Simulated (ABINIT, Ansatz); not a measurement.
# Lattice dynamics of RbCaH3 (Pm-3m) in two programs, part 3 of 4

How does RbCaH3 (Pm-3m) vibrate, and is this structure a minimum?

ABINIT 10.8.3; DFT LDA, scalar-relativistic, plane waves, PseudoDojo norm-conserving pseudopotentials.

So far, highest frequency (cm⁻¹): step 7 (dispersion) 1366. The relaxed cell has a = 4.397 Å (conventional setting).

### 8. Density of states

Sums over the zone need many more wavevectors than were solved, so the interpolation is sampled on a dense mesh.

The input, anaddb.abi:

```
ddb_filepath "all_DDB"
output_file "anaddb.abo"
outdata_prefix "anaddb"
ifcflag 1
ngqpt 2 2 2
nqshft 1
q1shft 0.0 0.0 0.0
asr 1
chneut 1
dipdip 1
dipquad 0
quadquad 0
prtdos 2
ng2qpt 10 10 10
dosdeltae 4.5563e-06
ntemper 11
temperinc 100.0
tempermin 0.0
```

The run is started by

```console
OMP_NUM_THREADS=1 anaddb anaddb.abi > anaddb.log
```

anaddb.abo, the main output file:

```text
-outvars_anaddb: echo values of input variables ----------------------

 Flags :
     ifcflag         1
 Miscellaneous information :
         asr         1
 Interatomic Force Constants Inputs :
      dipdip         1
     dipquad         0
    quadquad         0
      ifcana         0
      ifcout         0
 Description of grid 1 :
        brav         1
       ngqpt         2         2         2
      nqshft         1
      q1shft
                     0.00000000E+00  0.00000000E+00  0.00000000E+00
 Phonon DOS information :
   dosdeltae  4.55630000E-06
    dossmear  4.55633525E-06
 Description of grid 2 (Fourier interp. or BZ sampling):
      ng2qpt        10        10        10
      ngrids         4
      q2shft         0.00000000E+00  0.00000000E+00  0.00000000E+00

================================================================================

 read the DDB information and perform some checks

  ==== Info on the Cryst% object ====
 Real(R)+Recip(G) space primitive vectors, cartesian coordinates (Bohr,Bohr^-1):
 R(1)=  8.3091387  0.0000000  0.0000000  G(1)=  0.1203494  0.0000000  0.0000000
 R(2)=  0.0000000  8.3091387  0.0000000  G(2)=  0.0000000  0.1203494  0.0000000
 R(3)=  0.0000000  0.0000000  8.3091387  G(3)=  0.0000000  0.0000000  0.1203494
 Unit cell volume ucvol=  5.7367778E+02 bohr^3
 Angles (23,13,12)=  9.00000000E+01  9.00000000E+01  9.00000000E+01 degrees
 Time-reversal symmetry is present
 Reduced atomic positions [iatom, xred, symbol]:
    1)    0.0000000  0.0000000  0.0000000  Rb
    2)    0.5000000  0.5000000  0.5000000  Ca
    3)    0.0000000  0.5000000  0.5000000   H
    4)    0.5000000  0.0000000  0.5000000   H
    5)    0.5000000  0.5000000  0.0000000   H

 DDB file with 4 blocks has been read.

================================================================================

 Dielectric Tensor and Effective Charges

 anaddb : Zero the imaginary part of the Dynamical Matrix at Gamma,
   and impose the ASR on the effective charges

 The violation of the charge neutrality conditions
 by the effective charges is as follows :
    atom        electric field
 displacement     direction
       1               1        0.000377        0.000000
       1               2        0.000000        0.000000
       1               3        0.000000        0.000000
       2               1        0.000000        0.000000
       2               2        0.000377        0.000000
       2               3        0.000000        0.000000
       3               1        0.000000        0.000000
       3               2        0.000000        0.000000
       3               3        0.000377        0.000000

 Effective charge tensors after
 imposition of the charge neutrality (if requested by user),
 and eventual restriction to some part :
   atom    displacement
         1         1    1.088274E+00    0.000000E+00    0.000000E+00
         1         2    0.000000E+00    1.088274E+00    0.000000E+00
         1         3    0.000000E+00    0.000000E+00    1.088274E+00
         2         1    1.737841E+00    0.000000E+00    0.000000E+00
         2         2    0.000000E+00    1.737841E+00    0.000000E+00
         2         3    0.000000E+00    0.000000E+00    1.737841E+00
         3         1   -1.069143E+00    0.000000E+00    0.000000E+00
         3         2    0.000000E+00   -8.784859E-01    0.000000E+00
         3         3    0.000000E+00    0.000000E+00   -8.784859E-01
         4         1   -8.784859E-01    0.000000E+00    0.000000E+00
         4         2    0.000000E+00   -1.069143E+00    0.000000E+00
         4         3    0.000000E+00    0.000000E+00   -8.784859E-01
         5         1   -8.784859E-01    0.000000E+00    0.000000E+00
         5         2    0.000000E+00   -8.784859E-01    0.000000E+00
         5         3    0.000000E+00    0.000000E+00   -1.069143E+00
 Now, the imaginary part of the dynamical matrix is zeroed

================================================================================

 Calculation of the interatomic forces

       Homogeneous q point set in the B.Z.
 Grid q points  :        8
  1)   0.00000000E+00  0.00000000E+00  0.00000000E+00
  2)   5.00000000E-01  0.00000000E+00  0.00000000E+00
  3)   0.00000000E+00  5.00000000E-01  0.00000000E+00
  4)   5.00000000E-01  5.00000000E-01  0.00000000E+00
  5)   0.00000000E+00  0.00000000E+00  5.00000000E-01
  6)   5.00000000E-01  0.00000000E+00  5.00000000E-01
  7)   0.00000000E+00  5.00000000E-01  5.00000000E-01
  8)   5.00000000E-01  5.00000000E-01  5.00000000E-01

 The interatomic forces have been obtained

================================================================================

 Calculation of phonon density of states

 Average speed of sound partial sums:     0.1393299957E-02 (at units)
-                                   =           3.0481 [km/s]

 Debye frequency from partial sums:     0.6535903061E-03 (Ha)
-                                 =     0.4300417627E+01 (THz)
-Debye temperature from partial sums:     0.2063874951E+03 (K)

 Average speed of sound:     0.1487956724E-02 (at units)
-                      =           3.2552 [km/s]

 Debye frequency from DOS:     0.6979933398E-03 (Ha)
-                        =     0.4592575555E+01 (THz)
-Debye temperature from DOS:     0.2204088642E+03 (K)

-
```

It took 2.4 s on 1 thread of Arm Neoverse V2, shared host.

Read from the output:

```
share of modes beyond 3i cm⁻¹ on the dense interpolated mesh : 0
zero-point energy per atom                                   : 88.75 meV
heat capacity at 300 K                                       : 16.96 J/(mol atoms K)
vibrational entropy at 300 K                                 : 22.04 J/(mol atoms K)
```

The phonon density of states has structure finer than the step of the table below, so its rows give means over 50 cm⁻¹, whole bins alone (the curve runs from -30 to 1392 cm⁻¹). Peaks (cm⁻¹: height): 60.0: 0.147, 195.0: 0.0574, 393.0: 0.0251, 663.0: 0.0497, 1212.0: 0.118, 1320.0: 0.0219.

Tetrahedra. The phonon density of states by wavenumber; means over each step:

```
wavenumber (cm⁻¹)  phonon density of states (1/cm⁻¹/cell)
                0                                  2.6e-4
               50                                  0.0524
              100                                  0.0166
              150                                  0.0252
              200                                  0.0275
              250                                 0.00776
              300                                  0.0102
              350                                  0.0168
              400                                  0.0230
              450                                  0.0157
              500                                  0.0130
              550                                 0.00831
              600                                 0.00300
              650                                  0.0187
              700                                  4.9e-4
              750                                       0
              800                                       0
              850                                       0
              900                                       0
              950                                       0
             1000                                       0
             1050                                       0
             1100                                       0
             1150                                       0
             1200                                  0.0383
             1250                                 0.00315
             1300                                 0.00899
             1350                                  0.0110
```

Harmonic thermodynamic functions per atom, summed over the density of states scaled to three modes an atom; melting is ignored. Thermodynamic functions:

```
T (K)  F_vib (meV/atom)  S (J/mol-atom/K)  C_V (J/mol-atom/K)
    0             88.75                 0                   0
   50             88.24             3.022               4.979
  100             85.41             7.805               8.994
  200             73.03             15.75               14.04
  300             53.33             22.04               16.96
  400             27.73             27.21               18.93
  500              -2.8             31.59               20.34
  600            -37.55              35.4               21.37
  700            -76.01             38.75               22.11
  800            -117.8             41.74               22.66
  900            -162.4             44.43               23.07
 1000            -209.8             46.88               23.38
```

At 300 K the heat capacity has reached 68 % of the Dulong-Petit value.

### 9. Zone-centre analysis

anaddb reads the merged derivatives, imposes the acoustic sum rule and charge neutrality, and adds the LO-TO term along chosen directions.

The input, anaddb.abi:

```
ddb_filepath "gamma_DDB"
output_file "anaddb.abo"
outdata_prefix "anaddb"
asr 1
chneut 1
enunit 2
eivec 1
nph1l 1
qph1l 0.0 0.0 0.0 1.0
dieflag 1
nph2l 3
qph2l 
    1.0 0.0 0.0 0.0
    0.0 0.0 1.0 0.0
    1.0 1.0 1.0 0.0
```

The input, mrgddb.in:

```
gamma_DDB
merged
2
dfpt_gammao_DS2_DDB
gso_DDB
```

The run is started by

```console
mrgddb < mrgddb.in > mrgddb.log
OMP_NUM_THREADS=1 anaddb anaddb.abi > anaddb.log
```

anaddb.abo, the main output file:

```text
[banners, grids, parts of the stress and lines that vanish by symmetry left out]
-outvars_anaddb: echo values of input variables ----------------------

 Flags :
[...]
Dielectric Tensor and Effective Charges
[...]
Effective charge tensors after
[...]
Phonon wavevector (reduced coordinates) :  0.00000  0.00000  0.00000
 Phonon energies in Hartree :
[...]
Phonon energies in meV     :
-  0.000000E+00  0.000000E+00  0.000000E+00  1.343503E+01  1.343503E+01
-  1.343503E+01  4.335314E+01  4.335314E+01  4.335314E+01  5.033369E+01
-  5.033369E+01  5.033369E+01  1.496010E+02  1.496010E+02  1.496010E+02
 Phonon frequencies in cm-1    :
-  0.000000E+00  0.000000E+00  0.000000E+00  1.083608E+02  1.083608E+02
-  1.083608E+02  3.496667E+02  3.496667E+02  3.496667E+02  4.059686E+02
-  4.059686E+02  4.059686E+02  1.206614E+03  1.206614E+03  1.206614E+03
 Phonon frequencies in Thz     :
-  0.000000E+00  0.000000E+00  0.000000E+00  3.248576E+00  3.248576E+00
-  3.248576E+00  1.048274E+01  1.048274E+01  1.048274E+01  1.217063E+01
-  1.217063E+01  1.217063E+01  3.617337E+01  3.617337E+01  3.617337E+01
 Phonon energies in Kelvin  :
-  0.000000E+00  0.000000E+00  0.000000E+00  1.559071E+02  1.559071E+02
-  1.559071E+02  5.030923E+02  5.030923E+02  5.030923E+02  5.840982E+02
-  5.840982E+02  5.840982E+02  1.736048E+03  1.736048E+03  1.736048E+03
[...]
-  1  0.00000000E+00  0.00000000E+00 -2.06562242E-03
-     0.00000000E+00  0.00000000E+00  0.00000000E+00
-  2  0.00000000E+00  0.00000000E+00 -2.06562003E-03
-     0.00000000E+00  0.00000000E+00  0.00000000E+00
-  3  0.00000000E+00  0.00000000E+00 -2.06561985E-03
-     0.00000000E+00  0.00000000E+00  0.00000000E+00
-  4  0.00000000E+00  0.00000000E+00 -2.06561985E-03
-     0.00000000E+00  0.00000000E+00  0.00000000E+00
-  5  0.00000000E+00  0.00000000E+00 -2.06561955E-03
-     0.00000000E+00  0.00000000E+00  0.00000000E+00
[...]
-  1  2.31765405E-07 -2.06562241E-03  0.00000000E+00
-     0.00000000E+00  0.00000000E+00  0.00000000E+00
-  2  2.31765137E-07 -2.06562002E-03  0.00000000E+00
-     0.00000000E+00  0.00000000E+00  0.00000000E+00
-  3  2.31765083E-07 -2.06561984E-03  0.00000000E+00
-     0.00000000E+00  0.00000000E+00  0.00000000E+00
-  4  2.31765118E-07 -2.06561954E-03  0.00000000E+00
-     0.00000000E+00  0.00000000E+00  0.00000000E+00
-  5  2.31765118E-07 -2.06561984E-03  0.00000000E+00
-     0.00000000E+00  0.00000000E+00  0.00000000E+00
[...]
-  1  2.06562241E-03  2.31765398E-07  0.00000000E+00
-     0.00000000E+00  0.00000000E+00  0.00000000E+00
-  2  2.06562002E-03  2.31765130E-07  0.00000000E+00
-     0.00000000E+00  0.00000000E+00  0.00000000E+00
-  3  2.06561954E-03  2.31765110E-07  0.00000000E+00
-     0.00000000E+00  0.00000000E+00  0.00000000E+00
-  4  2.06561984E-03  2.31765076E-07  0.00000000E+00
-     0.00000000E+00  0.00000000E+00  0.00000000E+00
[...]
-  5  1.06886316E-03  0.00000000E+00  0.00000000E+00
-     0.00000000E+00  0.00000000E+00  0.00000000E+00
[...]
-     1          0.000000     0.000000    -0.000001     0.000001
-     2          0.000000    -0.000001    -0.000000     0.000001
[...]
-   1     Real    0.0000E+00  0.0000E+00  0.0000E+00  0.0000E+00  0.0000E+00  0.0000E+00  0.0000E+00
[...]
-   2     Real    0.0000E+00  0.0000E+00  0.0000E+00  0.0000E+00  0.0000E+00  0.0000E+00  0.0000E+00
[...]
-   3     Real    0.0000E+00  0.0000E+00  0.0000E+00  0.0000E+00  0.0000E+00  0.0000E+00  0.0000E+00
[...]
-   4     Real    0.0000E+00  0.0000E+00  2.3017E-05  0.0000E+00 -4.0440E-11 -9.2745E-11  2.3017E-05
[...]
-   5     Real    1.1377E-13  2.3017E-05  0.0000E+00 -1.6182E-09  0.0000E+00  9.2742E-11  2.3017E-05
[...]
-   6     Real    2.3017E-05  1.1377E-13  0.0000E+00  1.6182E-09  4.0447E-11  0.0000E+00  2.3017E-05
[...]
-   7     Real    0.0000E+00  0.0000E+00  0.0000E+00  0.0000E+00  0.0000E+00  0.0000E+00  0.0000E+00
[...]
-   8     Real    0.0000E+00  0.0000E+00  0.0000E+00  0.0000E+00  0.0000E+00  0.0000E+00  0.0000E+00
[...]
-   9     Real    0.0000E+00  0.0000E+00  0.0000E+00  0.0000E+00  0.0000E+00  0.0000E+00  0.0000E+00
[...]
-  10     Real    1.2154E-12  7.2730E-13  9.2807E-04 -9.4021E-13  3.3586E-08 -2.5981E-08  9.2807E-04
[...]
-  11     Real    7.0901E-12  9.2807E-04  7.2714E-13  8.1118E-08  2.2706E-12  2.5978E-08  9.2807E-04
[...]
-  12     Real    9.2807E-04  7.0900E-12  1.2156E-12 -8.1117E-08 -3.3588E-08  2.9358E-12  9.2807E-04
[...]
-  13     Real    0.0000E+00  0.0000E+00  5.6002E-04  0.0000E+00  0.0000E+00  0.0000E+00  5.6002E-04
[...]
-  14     Real    9.7567E-14  5.6002E-04  0.0000E+00 -7.3918E-09  0.0000E+00  0.0000E+00  5.6002E-04
[...]
-  15     Real    5.6002E-04  9.7567E-14  0.0000E+00  7.3918E-09  0.0000E+00  0.0000E+00  5.6002E-04
[...]
Phonon at Gamma, with non-analyticity in the
[...]
Phonon energies in Hartree :
[...]
Phonon energies in meV     :
[...]
Phonon frequencies in cm-1    :
[...]
Phonon frequencies in Thz     :
[...]
Phonon energies in Kelvin  :
[...]
-  1.707612E+02  5.030923E+02  5.030923E+02  5.030923E+02  5.840982E+02
-  5.840982E+02  9.236683E+02  1.736048E+03  1.736048E+03  1.858133E+03
[...]
-  1  0.00000000E+00  0.00000000E+00 -2.06562242E-03
-     0.00000000E+00  0.00000000E+00  0.00000000E+00
-  2  0.00000000E+00  0.00000000E+00 -2.06562003E-03
-     0.00000000E+00  0.00000000E+00  0.00000000E+00
-  3  0.00000000E+00  0.00000000E+00 -2.06561985E-03
-     0.00000000E+00  0.00000000E+00  0.00000000E+00
-  4  0.00000000E+00  0.00000000E+00 -2.06561985E-03
-     0.00000000E+00  0.00000000E+00  0.00000000E+00
-  5  0.00000000E+00  0.00000000E+00 -2.06561955E-03
-     0.00000000E+00  0.00000000E+00  0.00000000E+00
[...]
Phonon at Gamma, with non-analyticity in the
[...]
Phonon energies in Hartree :
[...]
Phonon energies in meV     :
-  0.000000E+00  0.000000E+00  0.000000E+00  1.343503E+01  1.343503E+01
-  1.471506E+01  4.335314E+01  4.335314E+01  4.335314E+01  5.033369E+01
-  5.033369E+01  7.959557E+01  1.496010E+02  1.496010E+02  1.601215E+02
 Phonon frequencies in cm-1    :
-  0.000000E+00  0.000000E+00  0.000000E+00  1.083608E+02  1.083608E+02
[...]
Phonon frequencies in Thz     :
[...]
Phonon energies in Kelvin  :
[...]
Phonon at Gamma, with non-analyticity in the
[...]
Phonon energies in Hartree :
[...]
Phonon energies in meV     :
[...]
Phonon frequencies in cm-1    :
[...]
Phonon frequencies in Thz     :
[...]
Phonon energies in Kelvin  :
[...]
-  1.707612E+02  5.030923E+02  5.030923E+02  5.030923E+02  5.840982E+02
-  5.840982E+02  9.236683E+02  1.736048E+03  1.736048E+03  1.858133E+03
[...]
-  4  8.49821644E-04  1.28812002E-02 -2.52903256E-04
-     0.00000000E+00  0.00000000E+00  0.00000000E+00
-  5  8.49821644E-04 -5.96918389E-04  5.45752572E-03
-     0.00000000E+00  0.00000000E+00  0.00000000E+00
[...]
Direction                     Dielectric constant
[...]
0.00000   0.00000   1.00000     11.86962776
   1.00000   1.00000   1.00000     11.86962776
-
```

It took 0.49 s on 1 thread.

This step gave:

```yaml
mean_static_dielectric_constant: 11.87
highest_mode_moved_by_the_lo_to_term: 1291 cm⁻¹
```

No LO-TO term; unit eigenvectors of the mass-weighted matrix, from anaddb's displacements. The modes at Γ (shares of kinetic energy by element, %):

```
mode  frequency (cm⁻¹)  symmetry  Rb %  Ca %  H %
   1               0.0  acoustic    66    31    2
   2               0.0  acoustic    66    31    2
   3               0.0  acoustic    66    31    2
   4             108.4       T1u    34    62    5
   5             108.4       T1u    34    62    5
   6             108.4       T1u    34    62    5
   7             349.7       T2u     0     0  100
   8             349.7       T2u     0     0  100
   9             349.7       T2u     0     0  100
  10             406.0       T1u     0     5   95
  11             406.0       T1u     0     5   95
  12             406.0       T1u     0     5   95
  13            1206.6       T1u     0     2   98
  14            1206.6       T1u     0     2   98
  15            1206.6       T1u     0     2   98
```

Displacements in mode 4 (108.4 cm⁻¹), the largest set to 1:
```
Rb1  0.00  0.00 -0.48
Ca2  0.00  0.00  0.96
H3   0.00  0.00  1.00
H4   0.00  0.00  1.00
H5   0.00  0.00  0.89
```

Displacements in mode 10 (406.0 cm⁻¹), the largest set to 1:
```
Rb1  0.00  0.00  0.00
Ca2  0.00  0.00 -0.05
H3   0.00  0.00  1.00
H4   0.00  0.00  1.00
H5   0.00  0.00  0.05
```

Trace of the oscillator strength, degenerate modes summed. Infrared lines, with heights relative to the strongest:

```
position (cm⁻¹)  lines merged  IR intensity, relative
            108             3                     2.5
            350             3                     0.0
            406             3                     100
           1207             3                      60
```

Static dielectric tensor (ions relaxed, fixed cell):

```
11.87  0.00  0.00
 0.00 11.87  0.00
 0.00  0.00 11.87
```

(Part 3 of 4 ends here.)

[Host names and launcher messages were left out of these logs when they were recorded.]

[Logs are printed without paths, hosts, clocks, repeated set-up lines and the standing remarks that a program may print on its own settings, such as how far it seeks lower states.]

[Hosts, paths, dates, database ids (printed as entryN), source tags and the programs' standing remarks are cut or masked in the printed files.]
